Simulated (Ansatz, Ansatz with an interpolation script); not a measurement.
# Settings in Wannier-interpolated G0W0: SiO2 (Imma), part 2 of 2

Wanted: errors and cost of interpolated bands of SiO2 (Imma) under coarser or faulty settings.

Ansatz 0.2.0; maximally localised Wannier functions, LDA, plane waves, PAW. Known limits of the many-body steps: not at the basis limit; coarse k mesh.

So far. Step 5 (Wannier model on 4×4×4): Near the gap the model misses directly solved bands by 8.2 meV r.m.s. and by 105 meV at most in the window tested. This tests the starting bands, not the corrections carried with them.

### 6. A faulty Wannier input

Contents of input.yaml:

```yaml
crystal:
  lattice:
    - [-2.62333646, 4.776753505, 4.441674725]
    - [2.62333646, -4.776753505, 4.441674725]
    - [2.62333646, 4.776753505, -4.441674725]
  atoms:
    - { symbol: Si, position: [0.9295488, 0.84494489, 0.08460391] }
    - { symbol: Si, position: [0.73965902, 0.15505511, 0.58460391] }
    - { symbol: Si, position: [0.0704512, 0.15505511, 0.91539609] }
    - { symbol: Si, position: [0.26034098, 0.84494489, 0.41539609] }
    - { symbol: O, position: [0.13068887, 0.88068887, 0.25] }
    - { symbol: O, position: [0.86931113, 0.11931113, 0.75] }
    - { symbol: O, position: [0.79317541, 0.5, 0.79317541] }
    - { symbol: O, position: [0.20682459, 0.0, 0.70682459] }
    - { symbol: O, position: [0.20682459, 0.5, 0.20682459] }
    - { symbol: O, position: [0.79317541, 0.0, 0.29317541] }
    - { symbol: O, position: [0.0, 0.0, 0.0] }
    - { symbol: O, position: [0.5, 0.0, 0.5] }
kpoints:
  mp_grid: { grid: [4, 4, 4] }
hamiltonian:
  xc: lda
scf:
  occupations: { method: fixed }
  n_extra_bands: 118
output:
  wannier:
    kmesh: [4, 4, 4]
    projections:
      - { species: O, l: p, shell: 2 }
      - { species: Si, l: s, shell: 3 }
      - { species: Si, l: p, shell: 3 }
    minimise: true
    write_hr: true
    seedname: w
    conv_tol: 1.0e-06
    max_iter: 20000
    stability_check: false
    disentanglement: { window: [-10.97, 13.76] }
```

Command:

```bash
$ ansatz run input.yaml --threads 16 --pin off --max-ram 64512MiB --backend cuda --events-out ev --progress --plain --runs-dir out --devices 1 --max-vram 78GiB
```

Numbers of over 12 decimals in the logs are rounded to 6 here.

Output:

```text
[...]
GPUs: using 1 of 1 available (devices: 1).
[...]
Crystal: 12 atoms, lattice volume = 222.635 Å³
Basis set: ecut = 420 eV, 4321 PW (Γ)
Bands: 150, of which v1, the nominal top of the filled ones, is band 32 counted from 1 (31 counted from 0)
Symmetry: 8 space group operations
[...]
k-points: 18 of 64
[...]
SCF iter   1: F=—  HF=-6890.639938 eV  |F-HF|=—  |Δ(HF+E_count)|=         —  Δρ=1.13e-2  dr2=2.52e-1  ethr=1.77e-3  ⟨swp⟩=4.2  Hψ=10024  notcnv=0  defer=2083
[...]
SCF iter   7: F=-6890.567388 eV  HF=-6890.567388 eV  |F-HF|=1.47e-8  |Δ(HF+E_count)|=   1.13e-8  Δρ=3.57e-6  dr2=1.95e-8  ethr=1.56e-10  ⟨swp⟩=14.2  Hψ=23052  notcnv=0
SCF 1 converged in 7 iterations: F = -6890.567388 eV  dr2 = 1.95e-8
[...]
SCF converged after 7 iterations
[...]
k-point 1: bands = [... 28 lower, -1.9763, -1.6366, -1.1696, -1.1493, 5.2575, 7.5601, 7.9472, 8.1026, ... 26 higher]
  k-point 2: bands = [... 28 lower, -1.8103, -1.8103, -1.2275, -1.2275, 6.7807, 6.7807, 8.0070, 8.0070, ... 26 higher]
  k-point 17: bands = [... 28 lower, -1.3942, -1.0692, -1.0379, -0.8549, 6.4992, 6.5585, 6.8586, 7.0011, ... 25 higher]
[...]
```

Wall time 3.7 s (1 × NVIDIA GB200 (shared by 2 runs) with 16 threads of Arm Neoverse V2, shared host); peak memory 1.4 GiB.

This step gave:

```
gauge-invariant spread     : 44.54 Å²
diagonal spread            : 0.01162 Å²
off-diagonal spread        : 9.440 Å²
total spread               : 53.99 Å²
least projectability       : 0.2562
localisation steps         : 63
disentanglement steps      : 285
r.m.s. interpolation error : 0.1753 eV
r.m.s. error near the gap  : 0.2499 eV
```

No frozen window. The electronic bands at the labelled points (eV, zero at the valence-band top; v1 is the highest filled band, c1 the lowest empty one):

```csv
point,v4,v3,v2,v1,c1,c2,c3,c4
Γ,-1.06,-0.72,-0.42,0.00,6.05,8.72,8.81,9.17
halfway,-0.63,-0.56,-0.31,-0.01,6.55,8.29,8.47,8.99
X,-0.56,-0.23,-0.19,-0.02,7.42,7.65,8.09,8.82
halfway,-0.79,-0.27,-0.20,-0.20,7.68,7.91,8.24,8.90
F0,-1.17,-0.59,-0.46,-0.18,8.22,8.41,8.48,8.82
jump to Σ0,-1.17,-0.59,-0.46,-0.18,8.22,8.41,8.48,8.82
halfway,-1.30,-0.92,-0.53,-0.27,6.89,8.81,9.20,9.23
Γ,-1.06,-0.72,-0.42,0.00,6.05,8.72,8.81,9.17
halfway,-0.56,-0.48,-0.42,-0.12,6.63,8.25,8.61,8.85
Λ0,-0.56,-0.24,-0.19,-0.03,7.40,7.66,8.10,8.81
jump to G0,-0.56,-0.24,-0.19,-0.03,7.40,7.66,8.10,8.81
halfway,-0.56,-0.24,-0.19,-0.03,7.41,7.65,8.09,8.82
X,-0.56,-0.23,-0.19,-0.02,7.42,7.65,8.09,8.82
jump to Γ,-1.06,-0.72,-0.42,0.00,6.05,8.72,8.81,9.17
halfway,-0.97,-0.96,-0.39,-0.27,6.73,8.83,8.86,9.28
R,-0.89,-0.85,-0.73,-0.19,7.78,8.40,8.49,9.18
halfway,-0.89,-0.86,-0.62,-0.25,7.86,8.25,8.65,9.09
W,-0.87,-0.87,-0.41,-0.41,8.05,8.05,8.87,8.87
halfway,-0.74,-0.73,-0.38,-0.29,7.21,8.28,8.90,8.96
S,-0.56,-0.54,-0.30,-0.14,6.76,7.96,8.50,9.06
halfway,-0.75,-0.62,-0.40,-0.05,6.35,8.38,8.69,9.06
Γ,-1.06,-0.72,-0.42,0.00,6.05,8.72,8.81,9.17
halfway,-1.14,-0.80,-0.34,-0.32,6.70,8.80,8.99,9.21
T,-0.98,-0.98,-0.39,-0.39,8.13,8.13,8.92,8.92
halfway,-0.92,-0.92,-0.40,-0.40,8.09,8.09,8.89,8.89
W,-0.87,-0.87,-0.41,-0.41,8.05,8.05,8.87,8.87
```

The same for Kohn-Sham, solved directly:

```csv
point,v4,v3,v2,v1,c1,c2,c3,c4
Γ,-1.06,-0.72,-0.43,0.00,5.42,8.39,8.59,8.79
X,-0.56,-0.24,-0.21,-0.02,7.33,7.39,7.69,7.83
F0,-1.20,-0.59,-0.48,-0.18,7.96,8.11,8.13,8.36
Σ0,-1.20,-0.59,-0.48,-0.18,7.96,8.11,8.13,8.36
Γ,-1.06,-0.72,-0.43,0.00,5.42,8.39,8.59,8.79
Λ0,-0.56,-0.24,-0.21,-0.03,7.28,7.40,7.63,7.94
G0,-0.56,-0.24,-0.21,-0.03,7.28,7.40,7.63,7.94
X,-0.56,-0.24,-0.21,-0.02,7.33,7.39,7.69,7.83
Γ,-1.06,-0.72,-0.43,0.00,5.42,8.39,8.59,8.79
R,-0.89,-0.85,-0.74,-0.20,7.58,7.74,8.38,8.40
W,-0.88,-0.88,-0.41,-0.41,7.91,7.91,8.03,8.03
S,-0.56,-0.54,-0.31,-0.14,6.38,6.91,8.45,8.93
Γ,-1.06,-0.72,-0.43,0.00,5.42,8.39,8.59,8.79
T,-0.98,-0.98,-0.40,-0.40,7.61,7.61,8.84,8.84
```

The fault put into this input: nothing frozen.

### 7. G0W0: 4×4×4 mesh, 1429 empty bands, screening to 200 eV

Now the one-shot GW correction: screening in the RPA, then the self-energy of the levels asked for.

This step: G0W0 on LDA, plane waves, PAW.

Edit input.yaml of step 6 so:

```diff
@@ -24,16 +24,6 @@
   occupations: { method: fixed }
-  n_extra_bands: 118
-output:
-  wannier:
-    kmesh: [4, 4, 4]
-    projections:
-      - { species: O, l: p, shell: 2 }
-      - { species: Si, l: s, shell: 3 }
-      - { species: Si, l: p, shell: 3 }
-    minimise: true
-    write_hr: true
-    seedname: w
-    conv_tol: 1.0e-06
-    max_iter: 20000
-    stability_check: false
-    disentanglement: { window: [-10.97, 13.76] }
+gw:
+  n_empty_bands: 1429
+  ecut_chi: 200.0
+  qp_bands: [v24, c4]
+  screening: { model: contour_deformation }
```

Output:

```text
GPUs: using 1 of 1 available (devices: 1).
[...]
Crystal: 12 atoms, lattice volume = 222.635 Å³
Basis set: ecut = 420 eV, 4321 PW (Γ)
Bands: 44, of which v1, the nominal top of the filled ones, is band 32 counted from 1 (31 counted from 0)
Symmetry: 8 space group operations
[...]
k-points: 18 of 64
[...]
16    15     -6.2922   -26.5780     3.9888   -20.2636  0.7994    -8.6822    -8.6177  root
[...]
17     9    -10.8225   -25.9052     4.8789   -18.5904  0.7626   -13.3716   -13.2583  root ?
[...]
17    33      6.4993    -6.2853    -3.1188   -11.0365  0.8710     8.1472     8.1317  root
    17    34      6.5585    -7.2345    -3.3019   -12.2925  0.8685     8.3329     8.3146  root
    17    35      6.8586    -5.3298    -2.7749    -9.5643  0.8791     8.3301     8.3181  root
    17    36      7.0011    -3.6539    -2.3186    -7.0849  0.8961     8.1198     8.1135  root
[key lines of the parts left out:]
SCF converged after 7 iterations
```

Elapsed: 3.5 min, on 1 × NVIDIA GB200 (shared by 2 runs) with 16 threads; peak memory 5.5 GiB; 9 min of CPU time.

The G0W0 gap on the mesh is 8.773 eV.

### 8. G0W0: 2×2×2 mesh, 1429 empty bands, screening to 200 eV

Edit input.yaml of step 7 so:

```diff
@@ -19,3 +19,3 @@
 kpoints:
-  mp_grid: { grid: [4, 4, 4] }
+  mp_grid: { grid: [2, 2, 2] }
 hamiltonian:
```

Output:

```text
GPUs: using 1 of 1 available (devices: 1).
[...]
Crystal: 12 atoms, lattice volume = 222.635 Å³
Basis set: ecut = 420 eV, 4321 PW (Γ)
Bands: 44, of which v1, the nominal top of the filled ones, is band 32 counted from 1 (31 counted from 0)
Symmetry: 8 space group operations
[...]
k-points: 5 of 8
[...]
3    16     -6.1796   -26.4928     3.9934   -20.1455  0.7985    -8.5968    -8.5335  root
[...]
4    33      6.5003    -6.2542    -3.1379   -11.0362  0.8701     8.1606     8.1443  root
     4    34      6.5598    -7.1966    -3.3274   -12.2919  0.8674     8.3469     8.3277  root
     4    35      6.8599    -5.3166    -2.7951    -9.5653  0.8779     8.3257     8.3134  root
     4    36      7.0018    -3.6410    -2.3520    -7.0831  0.8943     8.0982     8.0919  root
[key lines of the parts left out:]
SCF converged after 7 iterations
Free energy (F): -6890.544599 eV
Fermi energy:    -0.826311 eV
```

Wall time 13 s (1 × NVIDIA GB200 (shared by 2 runs) with 16 threads); peak memory 2.8 GiB.

The G0W0 gap on the mesh is 8.803 eV.

### 9. G0W0: 4×4×4 mesh, 664 empty bands, screening to 120 eV

Edit input.yaml of step 8 so:

```diff
@@ -19,3 +19,3 @@
 kpoints:
-  mp_grid: { grid: [2, 2, 2] }
+  mp_grid: { grid: [4, 4, 4] }
 hamiltonian:
@@ -25,4 +25,4 @@
 gw:
-  n_empty_bands: 1429
-  ecut_chi: 200.0
+  n_empty_bands: 664
+  ecut_chi: 120
   qp_bands: [v24, c4]
```

Output:

```text
GPUs: using 1 of 1 available (devices: 1).
[...]
Crystal: 12 atoms, lattice volume = 222.635 Å³
Basis set: ecut = 420 eV, 4321 PW (Γ)
Bands: 44, of which v1, the nominal top of the filled ones, is band 32 counted from 1 (31 counted from 0)
Symmetry: 8 space group operations
[...]
k-points: 18 of 64
[...]
16    14     -6.4280   -26.5141     4.2109   -20.2189  0.8015    -8.5629    -8.5123  root
    16    15     -6.2922   -26.5780     4.2179   -20.2636  0.8018    -8.4395    -8.3885  root
[...]
17    33      6.4993    -6.2853    -3.0345   -11.0365  0.8722     8.2335     8.2160  root
    17    34      6.5585    -7.2345    -3.2227   -12.2925  0.8699     8.4142     8.3938  root
    17    35      6.8586    -5.3298    -2.6984    -9.5643  0.8799     8.4082     8.3946  root
    17    36      7.0011    -3.6539    -2.2645    -7.0849  0.8966     8.1746     8.1676  root
[key lines of the parts left out:]
SCF converged after 7 iterations
```

Wall time 51 s (1 × NVIDIA GB200 (shared by 2 runs) with 16 threads); peak memory 2.8 GiB.

The G0W0 gap on the mesh is 8.550 eV.

### 10. G0W0: 4×4×4 mesh, 1429 empty bands, screening to 200 eV, plasmon pole

Edit input.yaml of step 9 so:

```diff
@@ -25,5 +25,5 @@
 gw:
-  n_empty_bands: 664
-  ecut_chi: 120
+  n_empty_bands: 1429
+  ecut_chi: 200.0
   qp_bands: [v24, c4]
-  screening: { model: contour_deformation }
+  screening: { model: godby_needs }
```

Output:

```text
GPUs: using 1 of 1 available (devices: 1).
[...]
Crystal: 12 atoms, lattice volume = 222.635 Å³
Basis set: ecut = 420 eV, 4321 PW (Γ)
Bands: 44, of which v1, the nominal top of the filled ones, is band 32 counted from 1 (31 counted from 0)
Symmetry: 8 space group operations
[...]
k-points: 18 of 64
[...]
16    14     -6.4280   -26.5141     4.0992   -20.2189  0.8088    -8.6594    -8.6239  root
    16    15     -6.2922   -26.5780     4.1057   -20.2636  0.8113    -8.5422    -8.5008  root
[...]
17    33      6.4993    -6.2853    -3.0570   -11.0365  0.8731     8.2054     8.1935  root
    17    34      6.5585    -7.2345    -3.2397   -12.2925  0.8707     8.3909     8.3768  root
    17    35      6.8586    -5.3298    -2.7216    -9.5643  0.8818     8.3805     8.3715  root
    17    36      7.0011    -3.6539    -2.2833    -7.0849  0.8993     8.1536     8.1488  root
[key lines of the parts left out:]
SCF converged after 7 iterations
```

Run time: 11 min. Hardware: 1 × NVIDIA GB200 (shared by 2 runs) with 16 threads; peak memory 23 GiB.

The G0W0 gap on the mesh is 8.653 eV.

### 11. Interpolated results

Times are wall times on 1 × NVIDIA GB200 (shared by 2 runs) with 16 threads of Arm Neoverse V2, shared host, good to a factor of about two.

```csv
GW mesh,empty bands,cutoff (eV),frequency,gap on mesh (eV),gap over zone (eV),direct gap (eV),valence width (eV),GW time
4×4×4,1429,200,contour deformation,8.773,8.773,8.773,10.399,3.5 min
2×2×2,1429,200,contour deformation,8.803,8.807,8.807,10.401,13 s
4×4×4,664,120,contour deformation,8.550,8.550,8.550,10.495,51 s
4×4×4,1429,200,plasmon pole,8.653,8.653,8.653,10.615,11 min
```

### 12. Summary of results

* 4×4×4 mesh, 1429 empty bands, screening to 200 eV: 8.77 eV
* 2×2×2 mesh, 1429 empty bands, screening to 200 eV: 8.81 eV
* 4×4×4 mesh, 664 empty bands, screening to 120 eV: 8.55 eV
* 4×4×4 mesh, 1429 empty bands, screening to 200 eV, plasmon pole: 8.65 eV

In words: The largest change, −0.22 eV in the gap over the zone, comes with 4×4×4 mesh, 664 empty bands, screening to 120 eV. The first run is a reference, not a converged one, and where a row moves several settings no single cause can be named. Rows on another GW mesh add that mesh's corrections to the bands of the one model. Nothing frozen (4×4×4): the miss near the gap goes from 8 (the model on 4×4×4) to 250 meV and the total spread from 62.0 to 54.0 Å². With 2×2×2 mesh, 1429 empty bands, screening to 200 eV the gap over the zone moves by +0.03 eV and that on the mesh by +0.03 eV. With 4×4×4 mesh, 664 empty bands, screening to 120 eV the gap over the zone moves by −0.22 eV and that on the mesh by −0.22 eV. With 4×4×4 mesh, 1429 empty bands, screening to 200 eV, plasmon pole the gap over the zone moves by −0.12 eV and that on the mesh by −0.12 eV. Gaps over the zone and on the mesh differ where an edge lies off the mesh, or where a GW run starts from another density: the starting gap over the zone is 5.418 eV, on the GW meshes it is 5.418 eV and 5.414 eV.

[Paths, hosts, dates, memory and timing lines, banners, echoed tables and standing remarks are left out of the program output.]

[Logs are printed without paths, hosts, clocks, repeated set-up lines and the standing remarks that a program may print on its own settings, such as how far it seeks lower states.]

[Runs of the session that timed out or met a known fault of the program may be left out.]

[Hosts, paths, dates, database ids (printed as entryN), source tags and the programs' standing remarks are cut or masked in the printed files.]
